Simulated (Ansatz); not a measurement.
# Electron–phonon scattering in Pd-Pt stack of (111) layers, part 2 of 3

How good a conductor is Pd-Pt stack of (111) layers when only phonons scatter, and how much computing does the answer need?

Ansatz 0.2.0; DFT PBEsol, scalar-relativistic, plane waves, PAW.

So far: Set-up; Relaxing cell and atoms.

## 3. Tight relaxation

No force is left; the cell is relaxed once more with another smearing and tight thresholds.

input.yaml reads:

```yaml
crystal:
  lattice:
    - [2.6549986059, 0.0, 0.0]
    - [-1.3274993029, 2.2992962397, 0.0]
    - [0.0, 0.0, 28.3264248055]
  atoms:
    - { symbol: Pd, position: [0.0, 0.0, 0.1930941943] }
    - { symbol: Pt, position: [0.3333333333, 0.6666666667, 0.2751332679] }
  periodic: [true, true, false]
kpoints:
  mp_grid: { grid: [12, 12, 1] }
hamiltonian:
  xc: pbesol
scf:
  occupations: { method: methfessel_paxton, width: 0.2 }
output:
  forces: true
  stress: true
  eigenvalues: true
  write_density: true
  write_potential: true
  elf: true
  volumetric_format: npy
relax:
  adjacent_minimum: "off"
  f_tol: 0.001
  max_steps: 60
  cell: { stress_2d_tol: 0.002 }
```

Run with:

```bash
$ ansatz run input.yaml --threads 4 --pin off --max-ram 16384MiB --backend cpu --events-out ev --progress --plain --runs-dir out
```

Numbers of over 12 decimals in the logs are rounded to 6 here.

Log:

```text
[the first part of the log is left out]
  E_xc         = -426.748773
  E_vxc        = -511.820185  (∫ρ·V_xc dr)
  E_paw        = -13001.922921  (= ΣΔE_a)
  E_vpaw       = -621.996214  (= ΣTr[D̂ρ^β])
  E_aug_tail   = 0.000384  (compensation charges beyond the density's cutoff)
  E_ewald      = 49458.194622
  E_core_change = 0.589505  (= ΣΔE_core)
  E_smearing   = -0.013496  (= −TS)
  E_closure    = 0.000000  (closes the sum)
  Σ components = -19289.205181   (vs F -19289.205181, Δ=0.00e0)
--- Forces (eV/Å), atoms counted from 1 ---
  atom   1  Pd     0.00000000    -0.00000000     0.00003749
  atom   2  Pt    -0.00000000     0.00000000    -0.00003734
  max |Σ_I F_I| component: 1.41e-7 eV/Å
--- 2D stress c σ (N/m, compression-positive) ---
       -0.001586       0.000000      -0.000000
        0.000000      -0.001586      -0.000000
       -0.000000      -0.000000      -0.000000
  P = ½ c Tr σ = -0.0016 N/m
--- Band table (eV; the first three rows and the last of 19) ---
[...]
--- Relaxed structure (4 steps of the walk, 4 accepted, 1 SCFs on fresh bases) ---
[...]
cell:  # Å, volume = 172.8351 Å³
    - [2.654329, -2.8860205232267918e-11, 0]
    - [-1.327164, 2.298716, 0]
    - [0, 0, 28.3264248055]
  atoms:
    - { symbol: Pd, position: [0, -2.775557561562905e-17, 0.193067] }
    - { symbol: Pt, position: [0.333333, 0.666667, 0.275161] }
```

Wall time 15 s (4 threads of Arm Neoverse V1, shared host); peak memory 0.48 GiB; 56 s of CPU time.

Little changed from the start: no atom moved by 0.005 Å and no cell edge by 0.1 %.

Electrostatic potential energy in the ca plane at fractional y = 0.667, with atoms of Pt within 0.2 Å of it. With pseudopotentials it is smooth inside the atoms' cores, unlike the true potential.

Values in eV, 5 rows by 16 columns, each cell a mean:
```
  0   0   0  -1  -5 -28  -9  -8  -6   0   0   0   0   0   0   0
  0   0   0   0  -4 -19  -7 -22 -17  -1   0   0   0   0   0   0
  0   0   0   0  -2  -6  -6 -50 -42  -2   0   0   0   0   0   0
  0   0   0   0  -2  -5  -6 -54 -46  -3   0   0   0   0   0   0
  0   0   0   0  -3 -14  -6 -33 -26  -1   0   0   0   0   0   0
```
Columns run along c (16.0 Å, from fractional 0.00 to 0.56 of the cell; values clipped at the 3rd and 97th percentile), rows up along a (2.7 Å). Atoms in or near the plane, at fractional coordinates: Pt at (0.28, 0.33).

ELF in the ca plane at fractional y = 0.667, with atoms of Pt within 0.2 Å of it. It is the smooth field of the valence electrons, not physical close to the nuclei.

Values, 5 rows by 16 columns, each cell a mean:
```
0.00 0.00 0.01 0.05 0.19 0.41 0.23 0.26 0.29 0.13 0.02 0.00 0.00 0.00 0.00 0.00
0.00 0.00 0.01 0.05 0.18 0.32 0.22 0.35 0.34 0.15 0.02 0.00 0.00 0.00 0.00 0.00
0.00 0.00 0.01 0.05 0.17 0.21 0.24 0.58 0.53 0.17 0.02 0.00 0.00 0.00 0.00 0.00
0.00 0.00 0.01 0.05 0.17 0.22 0.26 0.60 0.55 0.17 0.03 0.00 0.00 0.00 0.00 0.00
0.00 0.00 0.01 0.05 0.18 0.28 0.22 0.43 0.41 0.16 0.02 0.00 0.00 0.00 0.00 0.00
```
Columns run along c (16.0 Å, from fractional 0.00 to 0.56 of the cell), rows up along a (2.7 Å). Atoms in or near the plane, at fractional coordinates: Pt at (0.28, 0.33).

Valence density in the ca plane at fractional y = 0.667, with atoms of Pt within 0.2 Å of it. It is the smooth field of the valence electrons, not physical close to the nuclei.

Values in units of 1e0 e/Å³, 5 rows by 16 columns, each cell a mean:
```
0.0 0.0 0.0 0.0 0.2 1.8 0.5 0.4 0.3 0.0 0.0 0.0 0.0 0.0 0.0 0.0
0.0 0.0 0.0 0.0 0.2 1.0 0.4 1.2 0.9 0.1 0.0 0.0 0.0 0.0 0.0 0.0
0.0 0.0 0.0 0.0 0.1 0.3 0.4 5.5 4.1 0.1 0.0 0.0 0.0 0.0 0.0 0.0
0.0 0.0 0.0 0.0 0.1 0.3 0.4 6.7 5.0 0.1 0.0 0.0 0.0 0.0 0.0 0.0
0.0 0.0 0.0 0.0 0.2 0.8 0.4 2.2 1.6 0.1 0.0 0.0 0.0 0.0 0.0 0.0
```
Columns run along c (16.0 Å, from fractional 0.00 to 0.56 of the cell), rows up along a (2.7 Å). Atoms in or near the plane, at fractional coordinates: Pt at (0.28, 0.33).

## 4. Lattice stability: q 2×2×1, k 8×8×1

Before any scattering is computed, the phonons show whether the structure is a minimum.

input.yaml reads:

```yaml
crystal:
  lattice:
    - [2.6543288293, 0.0, 0.0]
    - [-1.3271644146, 2.2987161962, 0.0]
    - [0.0, 0.0, 28.3264248055]
  atoms:
    - { symbol: Pd, position: [0.0, 0.0, 0.193066858] }
    - { symbol: Pt, position: [0.3333333333, 0.6666666667, 0.2751606042] }
  periodic: [true, true, false]
kpoints:
  mp_grid: { grid: [8, 8, 1] }
hamiltonian:
  xc: pbesol
scf:
  occupations: { method: methfessel_paxton, width: 0.2 }
output:
  eigenvalues: true
phonons:
  method: dfpt
  qmesh: [2, 2, 1]
  temperatures: { t_max: 1000, t_step: 50 }
  qpath:
    path:
      - [0.0, 0.0, 0.0]
      - [0.5, 0.0, 0.0]
      - [0.33333333, 0.33333333, 0.0]
      - [0.0, 0.0, 0.0]
    npoints: 10
```

Log:

```text
[...]
Crystal: 2 atoms, lattice volume = 172.835 Å³
Basis set: ecut = 420 eV, 3461 PW (Γ), exchange–correlation on 36×36×384 points (8 copies of the dense FFT grid, shifted against one another)
Bands: 22, of which v1, the nominal top of the filled ones, is band 18 counted from 1 (17 counted from 0)
Symmetry: 6 space group operations
k-points: 10 of 64 (time reversal used)
[...]
SCF iter   1: F=—  HF=-19289.209439 eV  |F-HF|=—  |Δ(HF+E_count)|=         —  Δρ=5.98e-3  dr2=5.59e-1  ethr=1.77e-3  ⟨swp⟩=13.3  Hψ=1851  notcnv=0
[...]
SCF iter  14: F=-19289.188425 eV  HF=-19289.188425 eV  |F-HF|=3.64e-11  |Δ(HF+E_count)|=  4.15e-10  S|Δr|=    0.00e0  Δρ=3.05e-8  dr2=1.45e-12  ethr=1.00e-12  ⟨swp⟩=14.4  Hψ=2049  notcnv=0
SCF 1 converged in 14 iterations: F = -19289.188425 eV  dr2 = 1.45e-12
[...]
phonons: the bands overlap, so this run is a metal and interpolates without the dipole-dipole term. If the crystal is really an insulator or semiconductor, its LO-TO splitting is missing
NSCF: frozen V_eff on 10 k-points
WARN: eigensolver did not converge (k=0): 1 band(s) unlocked after 2 eigensolves, warm-restarted (20 sweeps on the last) at ethr=1.55e-12 eV (storage-precision floor; scheduled 1.00e-12 eV) (lowest unlocked band 21, counted from 0; max residual 4.17e-4 eV among the unlocked bands, 4.17e-4 eV over every band; other slots of this pass that fall short are told together in one closing line; warning suppressed until the next SCF loop or pass starts)
WARN: eigensolver did not converge in 7 slots of this pass, the one above among them; of largest residual over every band (k=1): 1 band(s) unlocked (lowest unlocked band 21, counted from 0; max residual 1.35e-3 eV among the unlocked bands, 1.35e-3 eV over every band); of lowest unlocked band (k=0): band 21
[...]
DFPT response loops at q = (0, 0, 0) (fractional): preconditioner auto → none (partly filled bands, converged f_vac=0.775); β = 0.50; Broyden in place of MSR1
[...]
SCF converged after 14 iterations
Stability not checked: this state was not tested for a lower state beside it, because cold or Methfessel-Paxton smearing, or corrected tetrahedra, fill the levels in a way that the test cannot read (fill_not_monotonic; see scf.lower_state_search)
Free energy (F): -19289.188425 eV
[...]
Internal energy: -19289.181856 eV  (E = F + TS)
E sigma→0 (E₀):  -19289.186783 eV
Entropy (-TS):   -0.006569 eV (-3.285 meV/atom)
Fermi energy:    -5.628850 eV
Step filling:    the computed levels leave a gap of 0.0069 eV = 0.0 smearing widths at the electron count; against every level under it full and every level over it empty, smearing changes F+E_penalty+E_count by -0.502 meV and its σ→0 estimate by +1.140 meV
[...]
--- Band table (eV; the first three rows and the last of 10) ---
  k-point 0: bands = [... 14 lower, -8.3205, -6.8788, -6.4458, -6.4458, -5.6604, -5.6604, -4.6775, -0.3163]
  k-point 1: bands = [... 14 lower, -7.9608, -7.5915, -6.8039, -6.6078, -5.7396, -5.6818, -3.1124, 0.1141]
  k-point 2: bands = [... 14 lower, -7.4067, -7.2761, -7.1166, -6.6890, -5.7646, -4.7870, -0.9781, 1.3700]
  k-point 9: bands = [... 14 lower, -7.8201, -6.9461, -6.1989, -5.9159, 0.2137, 0.8459, 2.2250, 3.2778]
--- Phonons (Γ-DFPT): 4 representative perturbations + reference (Σ response iterations 21) ---
  ASR residual: 6.936e-5 → 0.000e0 eV/Å²; symmetrization residual: 9.220e-7 eV/Å²
  ASR residual per site (eV/Å²): 1.47e-5 6.94e-5
  Γ frequencies (cm⁻¹): 0.00 0.00 0.00 39.70 39.70 159.08
--- Phonons (arbitrary-q DFPT): 2 irreducible q on the 2×2×1 mesh ---
  q = [0.0000, 0.0000, 0.0000] (star 1, of the zone-centre solve; hermiticity 2.88e-7, symmetrization 2.80e-11): -0.00 0.00 0.00 39.70 39.70 159.08
  q = [0.0000, -0.5000, 0.0000] (star 3, 6 solved perturbations on 21 of 64 k-point pairs; hermiticity 9.39e-6, symmetrization 1.86e-9): 61.24 119.51 124.15 146.49 191.16 234.57
  sum rule: each row above includes the acoustic sum rule's correction from the zone centre's row sums; it moved no ω² by more than (0.31 cm⁻¹)²
  mesh force constants: q→R imaginary residual 1.22e-17; ASR residual 6.936e-5 → 0.000e0 eV/Å²; symmetrization residual 1.066e-14 eV/Å²
  interpolated dispersion: 31 rows × 6 modes
  density of states and harmonic sums: on the 28×28×1 q-mesh, interpolated from the force constants of a 2×2×1 supercell (no non-analytic term)
  largest difference from the sums on the solved wave vectors: F 1.29e-1 eV, S 1.87e-4 and C_V 5.77e-5 eV/K
  zero-point energy: 0.047600 eV/cell   skipped modes (ω ≤ 0): 11, of them read as no rigid motion or as one in doubt: 8 (7.653e-2 modes/cell left out, lowest -15.93 cm⁻¹)   left out of the sums: 1.34e-2 of the cell's modes: C_V's classical limit lies that fraction below 3 k_B per atom; for a crystal, a wire or a layer, F and S can be off by more, and a phonons.interpolated_qmesh denser along its periods is the remedy for the sampling
```

It took 31 s on 4 threads; peak memory 0.73 GiB; 1.9 min of CPU time.

This step gave:

```
share of imaginary modes in the plain interpolation between solved wavevectors : 0.0136
highest frequency, solved or plainly interpolated                              : 234.6 cm⁻¹
```

Solved on the 2×2×1 mesh alone; all other wavevectors are interpolated. Phonon branches along the path, in cm⁻¹:

```tsv
point	branch 1	branch 2	branch 3	branch 4	branch 5	branch 6
Γ	0	0	0	40	40	159
halfway	31	88	107	124	152	169
M	61	120	124	146	191	235
halfway	63	114	144	170	187	228
K	67	110	167	176	207	208
halfway	37	104	121	135	156	182
Γ	0	0	0	40	40	159
```

The phonon branches as a text plot (rows in cm⁻¹):

```
    229 |                 ***********
    219 |               **           ***   ****
    209 |             **                ***    ***
    198 |                             ***  **     **
    188 |           **  **************       **
    177 |             **            **************  **
    167 |         **              **    ***    *****
    156 |*************          **   ***   ****     *************
    146 |                 ******   **             **  ***
    136 |       **    ****      ***            ***  **
    125 |         **************                  *********
    115 |     **      ****  ************************
    104 |       ******                              *****
     94 |       **                                       ****
     84 |   ****  **                                  *****
     73 |     ****                                         **
     63 |   **            *********************          *******
     52 | **  **      ****                     ***           ***
     42 |*****      **                            ****     **   *
     31 | **      **                                         ***
     21 | **    **                                    ***    ***
     11 |                                                **
      0 |*    **                                                *
    -10 | ****                                             *****
         Γ                   M           K                      Γ
```

Among the solved wavevectors the lowest mode, translations apart, is 39.7 cm⁻¹, so these are real on this k mesh.

## 5. Electron–phonon run: q 3×3×1, k 9×9×1, scattering 18×18×1

Phonons, couplings and the Boltzmann equation in one run.

Edit input.yaml of step 4 so:

```diff
@@ -10,3 +10,3 @@
 kpoints:
-  mp_grid: { grid: [8, 8, 1] }
+  mp_grid: { grid: [9, 9, 1] }
 hamiltonian:
@@ -19,3 +19,3 @@
   method: dfpt
-  qmesh: [2, 2, 1]
+  qmesh: [3, 3, 1]
   temperatures: { t_max: 1000, t_step: 50 }
@@ -28 +28,4 @@
     npoints: 10
+  electrical_resistivity:
+    mesh: [18, 18, 1]
+    temperatures: [20.0, 50.0, 77.0, 100.0, 150.0, 200.0, 300.0, 400.0, 600.0, 800.0]
```

Log:

```text
[the first part of the log is left out]
  E_nonlocal   = 423.112327
  E_hartree    = 55220.472115
  E_xc         = -426.737766
  E_vxc        = -511.805392  (∫ρ·V_xc dr)
  E_paw        = -13001.867926  (= ΣΔE_a)
  E_vpaw       = -621.932984  (= ΣTr[D̂ρ^β])
  E_aug_tail   = 0.000384  (compensation charges beyond the density's cutoff)
  E_ewald      = 49458.194614
  E_core_change = 0.589505  (= ΣΔE_core)
  E_smearing   = -0.022140  (= −TS)
  E_closure    = -0.000000  (closes the sum)
  Σ components = -19289.200899   (vs F -19289.200899, Δ=0.00e0)
--- Band table (eV; the first three rows and the last of 12) ---
  k-point 0: bands = ["-103.6295", "-89.6168", "-57.6495", "-57.6495", "-57.5771", "-55.2066", "-55.2066", "-55.1901", "-13.8992", "-11.5085", "-9.1522", "-8.7923", "-8.7923", "-8.3419", "-8.3419", "-6.8535", "-6.4239", "-6.4239", "-5.5558", "-5.5558", "-4.6563", "-0.3461"]
  k-point 1: bands = ["-103.6245", "-89.6098", "-57.7190", "-57.6663", "-57.5678", "-55.2616", "-55.2199", "-55.1831", "-13.3893", "-11.1190", "-9.1642", "-8.9894", "-8.5582", "-8.4098", "-8.0527", "-7.4281", "-6.6705", "-6.5461", "-5.7812", "-5.5806", "-3.2977", "-0.0021"]
  k-point 2: bands = ["-103.6121", "-89.5920", "-57.8925", "-57.7085", "-57.5443", "-55.3996", "-55.2534", "-55.1655", "-12.2254", "-10.4906", "-9.5140", "-9.1226", "-8.5747", "-8.0496", "-7.4417", "-7.2870", "-7.2453", "-6.7031", "-5.6609", "-4.9987", "-1.4356", "1.0066"]
  k-point 11: bands = ["-103.5821", "-89.5492", "-58.0574", "-58.0559", "-57.4877", "-55.5312", "-55.5306", "-55.1233", "-10.0466", "-9.7565", "-9.4489", "-8.8469", "-8.7298", "-8.2995", "-8.2922", "-7.0692", "-6.1700", "-5.9457", "0.6932", "2.2065", "2.3606", "3.2049"]
--- Phonons (Γ-DFPT): 4 representative perturbations + reference (Σ response iterations 22) ---
  ASR residual: 3.135e-5 → 0.000e0 eV/Å²; symmetrization residual: 2.798e-7 eV/Å²
  ASR residual per site (eV/Å²): 3.14e-5 1.54e-5
  Γ frequencies (cm⁻¹): 0.00 0.00 0.00 43.64 43.64 158.90
--- Phonons (arbitrary-q DFPT): 3 irreducible q on the 3×3×1 mesh ---
  q = [0.0000, 0.0000, 0.0000] (star 1, of the zone-centre solve; hermiticity 8.75e-8, symmetrization 2.80e-11): 0.00 0.00 0.00 43.64 43.64 158.90
  q = [0.0000, 0.3333, 0.0000] (star 6, 6 solved perturbations on 45 of 81 k-point pairs; hermiticity 3.66e-8, symmetrization 7.17e-10): -26.68 104.16 107.79 131.44 171.56 209.45
  q = [0.3333, 0.3333, 0.0000] (star 2, 4 solved perturbations in 128 linear systems a pass and spin channel, the states on 45 of 81 k-point pairs; hermiticity 2.97e-7, symmetrization 1.25e-8): 56.56 60.80 102.27 128.48 197.25 202.22
  sum rule: each row above includes the acoustic sum rule's correction from the zone centre's row sums; it moved no ω² by more than (0.28 cm⁻¹)²
  mesh force constants: q→R imaginary residual 0.00e0; ASR residual 3.135e-5 → 0.000e0 eV/Å²; symmetrization residual 5.329e-15 eV/Å²
  interpolated dispersion: 31 rows × 6 modes
  density of states and harmonic sums: on the 27×27×1 q-mesh, interpolated from the force constants of a 3×3×1 supercell (no non-analytic term)
  largest difference from the sums on the solved wave vectors: F 1.16e-1 eV, S 1.54e-4 and C_V 3.83e-5 eV/K
  zero-point energy: 0.042983 eV/cell   skipped modes (ω ≤ 0): 45, of them read as no rigid motion or as one in doubt: 42 (5.514e-1 modes/cell left out, lowest -31.88 cm⁻¹)   left out of the sums: 9.26e-2 of the cell's modes: C_V's classical limit lies that fraction below 3 k_B per atom; for a crystal, a wire or a layer, F and S can be off by more, and a phonons.interpolated_qmesh denser along its periods is the remedy for the sampling
Error: electrical resistivity: the mode of lowest frequency at the wavevector [0.0000, 0.2222, 0.0000] is imaginary, -31.88 cm⁻¹ (written negative): the force constants describe an unstable lattice; relax the structure, enlarge phonons.supercell (under dfpt, kpoints.mp_grid), or, with a block electrical_resistivity or superconductivity, name a file of force constants under which the crystal is stable (phonons.electron_phonon_force_constants)
The harmonic force constants that this run solved are whole in <dir>
```

Wall time 64 s (4 threads); peak memory 0.85 GiB.

The run ended with an error.

The program's message: “electrical resistivity: the mode of lowest frequency at the wavevector [0.0000, 0.2222, 0.0000] is imaginary, -31.88 cm⁻¹ (written negative): the force constants describe an unstable lattice; relax th …”

The run stops because a mode is imaginary on the scattering mesh, where no scattering rate is defined; denser k meshes, other smearings and, between solved wavevectors, finer q meshes show whether the instability is real.

(Part 2 of 3 ends here.)

[Logs are printed without paths, hosts, clocks, repeated set-up lines and the standing remarks that a program may print on its own settings, such as how far it seeks lower states.]

[Hosts, paths, dates, database ids (printed as entryN), source tags and the programs' standing remarks are cut or masked in the printed files.]
